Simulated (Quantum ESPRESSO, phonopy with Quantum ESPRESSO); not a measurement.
# BP (F-43m): phonons against volume, part 7 of 8

Wanted: mode Grüneisen parameters of BP and a free-energy fit over volumes.

What experiment has found for this phase:
- volume expansion coefficient 9.6 1e-6/K near room temperature (given in “Thermal expansion coefficients of high thermal conducting BAs and BP materials (three times its linear coefficient)”, 2019, arxiv:1906.04101)

Quantum ESPRESSO 7.5; DFT LDA, scalar-relativistic, plane waves, GBRV ultrasoft pseudopotentials.

So far. Step 16 (Lattice dynamics at this volume, V/V0 0.985): The time given is that of the 2 pw.x runs on displaced cells behind this step.

## Step 17: Ground state at this cell, V/V0 1.03

A tight ground state at this cell gives the energy of this member; its pressure is the stress at this cutoff, which can carry an offset from the finite basis.

This step: DFT LDA, scalar-relativistic, plane waves, GBRV ultrasoft pseudopotentials (Quantum ESPRESSO 7.5).

System of this step: BP. Symmetry: F-43m, No. 216, cubic system. The conventional cell has a = 4.538 Å, b = 4.538 Å, c = 4.538 Å, α = 90.00°, β = 90.00°, γ = 90.00°. B has 4 P at 1.96 Å nearest. P has 4 B at 1.96 Å nearest. Farther neighbours are not listed.

scf.in

```
 &control
    calculation='scf',
    prefix='x',
    outdir='./tmp',
    pseudo_dir='./pseudo',
    tprnfor=.true.,
    tstress=.true.,
 /
 &system
    ibrav=0,
    nat=2,
    ntyp=2,
    ecutwfc=40.0,
    ecutrho=240.0,
    occupations='fixed',
    nbnd=6,
 /
 &electrons
    conv_thr=1.0d-12,
    mixing_beta=0.7,
    electron_maxstep=100,
 /
ATOMIC_SPECIES
 B      10.8100  B.upf
 P      30.9738  P.upf
CELL_PARAMETERS angstrom
     0.000000000    2.268874887    2.268874887
     2.268874887    0.000000000    2.268874887
     2.268874887    2.268874887    0.000000000
ATOMIC_POSITIONS crystal
 B      0.000000000   0.000000000   0.000000000
 P      0.250000000   0.250000000   0.250000000
K_POINTS automatic
 10 10 10 0 0 0
```

Launch:

```console
OMP_NUM_THREADS=1 mpirun -n 4 pw.x -nk 4 -in scf.in > scf.out
```

The program printed:

```text
[banner, memory and clock lines left out]
Program PWSCF v.7.5

     Message from routine setup:
     using ibrav=0 with symmetry is DISCOURAGED, use correct ibrav instead

     G-vector sticks info

     bravais-lattice index     =            0
     lattice parameter (alat)  =       6.0635  a.u.
     unit-cell volume          =     157.6370 (a.u.)^3
     number of atoms/cell      =            2
     number of atomic types    =            2
     number of electrons       =         8.00
[...]
atom    2 type  2   force =     0.00000000    0.00000000    0.00000000

     Total force =     0.000000     Total SCF correction =     0.000000

     Computing stress (Cartesian axis) and pressure

          total   stress  (Ry/bohr**3)                   (kbar)     P=      -49.06
[...]
0.00000000  -0.00033353   0.00000000            0.00      -49.06        0.00
   0.00000000   0.00000000  -0.00033353            0.00        0.00      -49.06

     XML data file, charge density, pseudopotentials, collected wavefunctions
[key lines of the parts left out:]
!    total energy              =     -22.00962356 Ry
convergence has been achieved in  15 iterations
```

Wall time 2.1 s (4 MPI ranks of Arm Neoverse V2, shared host); 8 s of CPU time.

The run ends at a pressure of -4.91 GPa.

## Step 18: Born charges and dielectric tensor

In a polar crystal the Born charges and ε∞ give the long-range dipole term that a finite supercell misses. They are those of this k-mesh and were not tested on a denser one; where the gap is small they converge slowly, and the LO modes with them.

ph.in

```
phonons
 &inputph
    prefix='x',
    outdir='./tmp',
    fildyn='x.dyn',
    tr2_ph=1.0d-18,
    epsil=.true.,
 /
0.000000000 0.000000000 0.000000000
```

scf.in is that of step 17.

Launch:

```console
OMP_NUM_THREADS=1 mpirun -n 4 ph.x -nk 4 -in ph.in > ph.out
```

The program printed:

```text
[banner, memory and clock lines left out]
Program PHONON v.7.5

     ./tmp/x.save/

     IMPORTANT: XC functional enforced from input :
     Exchange-correlation= PZ
                           (   1   1   0   0   0   0   0)
     Any further DFT definition will be discarded
     Please, verify this is what you really want

     G-vector sticks info

     Reading collected, re-writing distributed wavefunctions in ./tmp/

     Number and degeneracy of irreps per q-point
       N         xq(1)         xq(2)         xq(3)   N irreps
[...]
freq (    1) =      -0.270190 [THz] =      -9.012577 [cm-1]
     freq (    2) =      -0.270190 [THz] =      -9.012577 [cm-1]
     freq (    3) =      -0.270190 [THz] =      -9.012577 [cm-1]
     freq (    4) =      23.870229 [THz] =     796.225124 [cm-1]
     freq (    5) =      23.870229 [THz] =     796.225124 [cm-1]
     freq (    6) =      23.870229 [THz] =     796.225124 [cm-1]
 **************************************************************************

     Mode symmetry, T_d (-43m)  point group:

     freq (   1-   3) =         -9.0  [cm-1]   --> T_2  G_15 P_4   I+R
     freq (   4-   6) =        796.2  [cm-1]   --> T_2  G_15 P_4   I+R
```

It took 15 s on 4 MPI ranks; 58 s of CPU time.

ε∞:

```
9.29 0.00 0.00
0.00 9.29 0.00
0.00 0.00 9.29
```

The Born charges sum to zero within 0.015 e; the rest is removed before use. Acoustic frequencies in this log differ from zero by the error of the sum rule, which ph.x does not impose.

## Step 19: A displaced supercell

One atom (for the harmonic constants) or a pair of atoms (for the cubic ones) is moved by a few hundredths of an ångström; the forces on all atoms give a column of force constants. The threshold is tight because the forces are small.

System of this step: BP. The structure is monoclinic, space group Cm (No. 8). Conventional cell: a = 11.115 Å, b = 6.417 Å, c = 6.417 Å, α = 90.00°, β = 125.26°, γ = 90.00°. Nearest to B lie 4 P at 1.95 to 1.98 Å. B has 4 P at 1.96 Å nearest. Nearest to B lie 4 P at 1.96 Å. B has 4 P at 1.96 Å nearest. Farther neighbours are not listed.

disp-00001.in

```
 &control
    calculation='scf',
    prefix='x',
    outdir='./tmp',
    pseudo_dir='./pseudo',
    tprnfor=.true.,
    disk_io='none',
 /
 &system
    ibrav=0,
    nat=16,
    ntyp=2,
    ecutwfc=40.0,
    ecutrho=240.0,
    occupations='fixed',
    nbnd=34,
 /
 &electrons
    conv_thr=1.0d-11,
    mixing_beta=0.7,
    electron_maxstep=100,
 /
ATOMIC_SPECIES
 B      10.8100  B.upf
 P      30.9738  P.upf
CELL_PARAMETERS angstrom
     0.000000000    4.537749774    4.537749774
     4.537749774    0.000000000    4.537749774
     4.537749774    4.537749774    0.000000000
ATOMIC_POSITIONS crystal
 B      0.003116553   0.000000000   0.000000000
 B      0.500000000   0.000000000   0.000000000
 B      0.000000000   0.500000000   0.000000000
 B      0.500000000   0.500000000   0.000000000
 B      0.000000000   0.000000000   0.500000000
 B      0.500000000   0.000000000   0.500000000
 B      0.000000000   0.500000000   0.500000000
 B      0.500000000   0.500000000   0.500000000
 P      0.125000000   0.125000000   0.125000000
 P      0.625000000   0.125000000   0.125000000
 P      0.125000000   0.625000000   0.125000000
 P      0.625000000   0.625000000   0.125000000
 P      0.125000000   0.125000000   0.625000000
 P      0.625000000   0.125000000   0.625000000
 P      0.125000000   0.625000000   0.625000000
 P      0.625000000   0.625000000   0.625000000
K_POINTS automatic
 4 4 4 0 0 0
```

Launch:

```console
OMP_NUM_THREADS=1 mpirun -n 2 pw.x -nk 2 -in disp-00001.in > disp-00001.out
```

The program printed:

```text
[banner, memory and clock lines left out]
Program PWSCF v.7.5

     Message from routine setup:
     using ibrav=0 with symmetry is DISCOURAGED, use correct ibrav instead

     G-vector sticks info

     bravais-lattice index     =            0
     lattice parameter (alat)  =      12.1270  a.u.
     unit-cell volume          =    1261.0962 (a.u.)^3
     number of atoms/cell      =           16
     number of atomic types    =            2
     number of electrons       =        64.00
[...]
atom    1 type  1   force =    -0.00039507   -0.01056348   -0.01056348
     atom    2 type  1   force =     0.00000277    0.00077072    0.00077072
     atom    3 type  1   force =     0.00039483   -0.00066644    0.00037521
[...]
atom   15 type  2   force =    -0.00018408   -0.00003737   -0.00003737
     atom   16 type  2   force =     0.00018327   -0.00003617   -0.00003617

     Total force =     0.017692     Total SCF correction =     0.000001
     Message from routine punch:
     Nothing written, as per user request (disk_io='none')
[key lines of the parts left out:]
!    total energy              =    -176.07557999 Ry
convergence has been achieved in  15 iterations
```

Elapsed: 1.9 min, on 2 MPI ranks.

## Step 20: Lattice dynamics at this volume, V/V0 1.03

This step: DFT LDA, scalar-relativistic, plane waves, GBRV ultrasoft pseudopotentials (phonopy with Quantum ESPRESSO 4.10.0 / 7.5).

Elapsed: 1.9 min, on 4 threads.

Phonopy, LO-TO term from ph.x's tensors. Phonon branches along the path, in cm⁻¹:

```tsv
point	branch 1	branch 2	branch 3	branch 4	branch 5	branch 6
Γ	0	0	0	797	797	802
halfway	201	201	348	757	757	803
X	312	312	522	698	698	779
halfway	306	341	511	699	703	774
U	289	394	482	702	715	764
jump to K	289	394	482	702	715	764
halfway	175	245	358	765	770	780
Γ	0	0	0	797	797	802
halfway	152	152	326	777	777	788
L	224	224	501	750	755	755
halfway	263	336	484	721	740	757
W	342	382	470	704	718	753
halfway	327	342	501	701	706	768
X	312	312	522	698	698	779
```

The phonon branches as a text plot (rows in cm⁻¹):

```
    788 |****************       ***************               ***
    754 |     ****       ********            *****************
    721 |         *     ******                       *********
    687 |          ********                              ********
    653 |
    620 |
    586 |
    553 |
    519 |          ******                                     ***
    486 |         *      **                     ********* ****
    452 |                  ***                 *         *
    419 |       **         *  **
    385 |                **                  **         ****
    352 |     **       **   **  *                     **  ****
    318 |          ******     **            *           **   ****
    285 |    *    *      ***     **                  * *
    251 |       **          **  *          *        ***
    218 |     **              **               ******
    184 |  **                   *****    **  **
    151 |    *                   **         *
    117 |  **                      ***     *
     84 | *                        **   ***
     50 | *                          *  *
     17 |*                            **
         Γ           X  U|K            Γ         L        W     X
```

No mode is imaginary beyond numerical noise along the path. The highest zone-centre mode (no LO–TO term) moved by -2.9 % for a volume change of +3.0 %.

The time given is that of the 2 pw.x runs on displaced cells behind this step.

## Step 21: Self-consistent run, V/V0 0.97

A tight ground state at this cell gives the energy of this member; its pressure is the stress at this cutoff, which can carry an offset from the finite basis.

This step: DFT LDA, scalar-relativistic, plane waves, GBRV ultrasoft pseudopotentials (Quantum ESPRESSO 7.5).

System of this step: BP. The structure is cubic, space group F-43m (No. 216). Conventional cell: a = 4.448 Å, b = 4.448 Å, c = 4.448 Å, α = 90.00°, β = 90.00°, γ = 90.00°. Nearest to B lie 4 P at 1.93 Å. P has 4 B at 1.93 Å nearest. Farther neighbours are not listed.

scf.in: that of step 18 with these lines changed.

```diff
@@ -26,5 +26,5 @@
 CELL_PARAMETERS angstrom
-     0.000000000    2.268874887    2.268874887
-     2.268874887    0.000000000    2.268874887
-     2.268874887    2.268874887    0.000000000
+     0.000000000    2.223934803    2.223934803
+     2.223934803    0.000000000    2.223934803
+     2.223934803    2.223934803    0.000000000
 ATOMIC_POSITIONS crystal
```

Launch:

```console
OMP_NUM_THREADS=1 mpirun -n 4 pw.x -nk 4 -in scf.in > scf.out
```

The program printed:

```text
[banner, memory and clock lines left out]
Program PWSCF v.7.5

     Message from routine setup:
     using ibrav=0 with symmetry is DISCOURAGED, use correct ibrav instead

     G-vector sticks info

     bravais-lattice index     =            0
     lattice parameter (alat)  =       5.9434  a.u.
     unit-cell volume          =     148.4543 (a.u.)^3
     number of atoms/cell      =            2
     number of atomic types    =            2
     number of electrons       =         8.00
[...]
atom    2 type  2   force =    -0.00000000   -0.00000000   -0.00000000

     Total force =     0.000000     Total SCF correction =     0.000000

     Computing stress (Cartesian axis) and pressure

          total   stress  (Ry/bohr**3)                   (kbar)     P=       56.38
[...]
-0.00000000   0.00038327   0.00000000           -0.00       56.38        0.00
   0.00000000   0.00000000   0.00038327            0.00        0.00       56.38

     XML data file, charge density, pseudopotentials, collected wavefunctions
[key lines of the parts left out:]
!    total energy              =     -22.00952446 Ry
convergence has been achieved in  14 iterations
```

Run time: 2 s. Hardware: 4 MPI ranks.

The run ends at a pressure of 5.64 GPa.

## Step 22: Zone-centre response

In a polar crystal the Born charges and ε∞ give the long-range dipole term that a finite supercell misses. They are those of this k-mesh and were not tested on a denser one; where the gap is small they converge slowly, and the LO modes with them.

ph.in is that of step 18.

scf.in is that of step 21.

Launch:

```console
OMP_NUM_THREADS=1 mpirun -n 4 ph.x -nk 4 -in ph.in > ph.out
```

The program printed:

```text
[banner, memory and clock lines left out]
Program PHONON v.7.5

     ./tmp/x.save/

     IMPORTANT: XC functional enforced from input :
     Exchange-correlation= PZ
                           (   1   1   0   0   0   0   0)
     Any further DFT definition will be discarded
     Please, verify this is what you really want

     G-vector sticks info

     Reading collected, re-writing distributed wavefunctions in ./tmp/

     Number and degeneracy of irreps per q-point
       N         xq(1)         xq(2)         xq(3)   N irreps
[...]
freq (    1) =      -0.207634 [THz] =      -6.925922 [cm-1]
     freq (    2) =      -0.207634 [THz] =      -6.925922 [cm-1]
     freq (    3) =      -0.207634 [THz] =      -6.925922 [cm-1]
     freq (    4) =      25.360183 [THz] =     845.924658 [cm-1]
     freq (    5) =      25.360183 [THz] =     845.924658 [cm-1]
     freq (    6) =      25.360183 [THz] =     845.924658 [cm-1]
 **************************************************************************

     Mode symmetry, T_d (-43m)  point group:

     freq (   1-   3) =         -6.9  [cm-1]   --> T_2  G_15 P_4   I+R
     freq (   4-   6) =        845.9  [cm-1]   --> T_2  G_15 P_4   I+R
```

Wall time 15 s (4 MPI ranks).

The Born charges sum to zero within 0.016 e; the rest is removed before use. Acoustic frequencies in this log differ from zero by the error of the sum rule, which ph.x does not impose.

## Step 23: A displaced supercell

One atom (for the harmonic constants) or a pair of atoms (for the cubic ones) is moved by a few hundredths of an ångström; the forces on all atoms give a column of force constants. The threshold is tight because the forces are small.

System of this step: BP. It takes space group Cm (No. 8, monoclinic). Conventional cell: a = 10.895 Å, b = 6.290 Å, c = 6.290 Å, α = 90.00°, β = 125.26°, γ = 90.00°. Nearest to B lie 4 P at 1.91 to 1.94 Å. B has 4 P at 1.93 Å nearest. Nearest to B lie 4 P at 1.93 Å. Nearest to B lie 4 P at 1.93 Å. Farther neighbours are not listed.

disp-00001.in: that of step 19 with these lines changed.

```diff
@@ -26,7 +26,7 @@
 CELL_PARAMETERS angstrom
-     0.000000000    4.537749774    4.537749774
-     4.537749774    0.000000000    4.537749774
-     4.537749774    4.537749774    0.000000000
+     0.000000000    4.447869607    4.447869607
+     4.447869607    0.000000000    4.447869607
+     4.447869607    4.447869607    0.000000000
 ATOMIC_POSITIONS crystal
- B      0.003116553   0.000000000   0.000000000
+ B      0.003179530   0.000000000   0.000000000
  B      0.500000000   0.000000000   0.000000000
```

Launch:

```console
OMP_NUM_THREADS=1 mpirun -n 2 pw.x -nk 2 -in disp-00001.in > disp-00001.out
```

The program printed:

```text
[banner, memory and clock lines left out]
Program PWSCF v.7.5

     Message from routine setup:
     using ibrav=0 with symmetry is DISCOURAGED, use correct ibrav instead

     G-vector sticks info

     bravais-lattice index     =            0
     lattice parameter (alat)  =      11.8868  a.u.
     unit-cell volume          =    1187.6343 (a.u.)^3
     number of atoms/cell      =           16
     number of atomic types    =            2
     number of electrons       =        64.00
[...]
atom    1 type  1   force =    -0.00046923   -0.01208327   -0.01208327
     atom    2 type  1   force =     0.00000244    0.00088507    0.00088507
     atom    3 type  1   force =     0.00045481   -0.00068150    0.00042945
[...]
atom   15 type  2   force =    -0.00019314   -0.00004161   -0.00004161
     atom   16 type  2   force =     0.00019205   -0.00004013   -0.00004013

     Total force =     0.020418     Total SCF correction =     0.000002
     Message from routine punch:
     Nothing written, as per user request (disk_io='none')
[key lines of the parts left out:]
!    total energy              =    -176.07466291 Ry
convergence has been achieved in  14 iterations
```

It took 80 s on 2 MPI ranks.

## Step 24: Phonons, V/V0 0.97

This step: DFT LDA, scalar-relativistic, plane waves, GBRV ultrasoft pseudopotentials (phonopy with Quantum ESPRESSO 4.10.0 / 7.5).

It took 80 s on 4 threads.

Phonopy, LO-TO term from ph.x's tensors. Phonon branches along the path, in cm⁻¹:

```tsv
point	branch 1	branch 2	branch 3	branch 4	branch 5	branch 6
Γ	0	0	0	846	846	856
halfway	203	203	368	812	812	855
X	308	308	551	761	761	829
halfway	302	341	540	761	765	826
U	285	398	510	759	776	820
jump to K	285	398	510	759	776	820
halfway	172	252	380	818	824	833
Γ	0	0	0	846	846	856
halfway	151	151	348	830	830	842
L	220	220	533	801	811	811
halfway	261	342	511	774	796	816
W	344	384	498	768	768	814
halfway	326	342	529	764	765	822
X	308	308	551	761	761	829
```

The phonon branches as a text plot (rows in cm⁻¹):

```
    839 |****************     *****************              ****
    804 |     ****       ********              **************
    768 |         ************                       ************
    732 |
    696 |
    661 |
    625 |
    589 |
    554 |          *****                                      ***
    518 |               ***                     ********   ***
    482 |         *        ***                 *        ***
    446 |       **            **
    411 |                 **                 **
    375 |     **         *  **  *                      ******
    339 |              **                   *         *  ******
    304 |          *******    ** **                  *  *     ***
    268 |    *    *       **    *          *        * **
    232 |       **          **                  ******
    196 |  ** **              ** ****    **  ***
    161 |    *                  *           *
    125 |                        *****     *
     89 | ***                      **   ***
     54 | *                          *  *
     18 |*                            **
         Γ           X  U|K            Γ         L        W     X
```

No mode is imaginary beyond numerical noise along the path. The highest zone-centre mode (no LO–TO term) moved by +3.1 % for a volume change of -3.0 %.

The time given is that of the 2 pw.x runs on displaced cells behind this step.

## Step 25: Ground state at this cell, V/V0 1.05

A tight ground state at this cell gives the energy of this member; its pressure is the stress at this cutoff, which can carry an offset from the finite basis.

This step: DFT LDA, scalar-relativistic, plane waves, GBRV ultrasoft pseudopotentials (Quantum ESPRESSO 7.5).

System of this step: BP. It takes space group F-43m (No. 216, cubic). The conventional cell has a = 4.567 Å, b = 4.567 Å, c = 4.567 Å, α = 90.00°, β = 90.00°, γ = 90.00°. Nearest to B lie 4 P at 1.98 Å. Nearest to P lie 4 B at 1.98 Å. Farther neighbours are not listed.

scf.in: that of step 22 with these lines changed.

```diff
@@ -26,5 +26,5 @@
 CELL_PARAMETERS angstrom
-     0.000000000    2.223934803    2.223934803
-     2.223934803    0.000000000    2.223934803
-     2.223934803    2.223934803    0.000000000
+     0.000000000    2.283466123    2.283466123
+     2.283466123    0.000000000    2.283466123
+     2.283466123    2.283466123    0.000000000
 ATOMIC_POSITIONS crystal
```

Launch:

```console
OMP_NUM_THREADS=1 mpirun -n 4 pw.x -nk 4 -in scf.in > scf.out
```

The program printed:

```text
[banner, memory and clock lines left out]
Program PWSCF v.7.5

     Message from routine setup:
     using ibrav=0 with symmetry is DISCOURAGED, use correct ibrav instead

     G-vector sticks info

     bravais-lattice index     =            0
     lattice parameter (alat)  =       6.1025  a.u.
     unit-cell volume          =     160.6979 (a.u.)^3
     number of atoms/cell      =            2
     number of atomic types    =            2
     number of electrons       =         8.00
[...]
atom    2 type  2   force =     0.00000000    0.00000000    0.00000000

     Total force =     0.000000     Total SCF correction =     0.000000

     Computing stress (Cartesian axis) and pressure

          total   stress  (Ry/bohr**3)                   (kbar)     P=      -78.02
[...]
-0.00000000  -0.00053038   0.00000000           -0.00      -78.02        0.00
   0.00000000  -0.00000000  -0.00053038            0.00       -0.00      -78.02

     XML data file, charge density, pseudopotentials, collected wavefunctions
[key lines of the parts left out:]
!    total energy              =     -22.00830537 Ry
convergence has been achieved in  15 iterations
```

It took 2.1 s on 4 MPI ranks.

The run ends at a pressure of -7.80 GPa.

(Part 7 of 8 ends here.)

[Logs are printed without paths, hosts, clocks, repeated set-up lines and the standing remarks that a program may print on its own settings, such as how far it seeks lower states.]

[Hosts, paths, dates, database ids (printed as entryN), source tags and the programs' standing remarks are cut or masked in the printed files.]

[A step with changed settings may run another functional than the one named; its input shows which.]

[Of the runs on displaced cells, only some may be shown.]
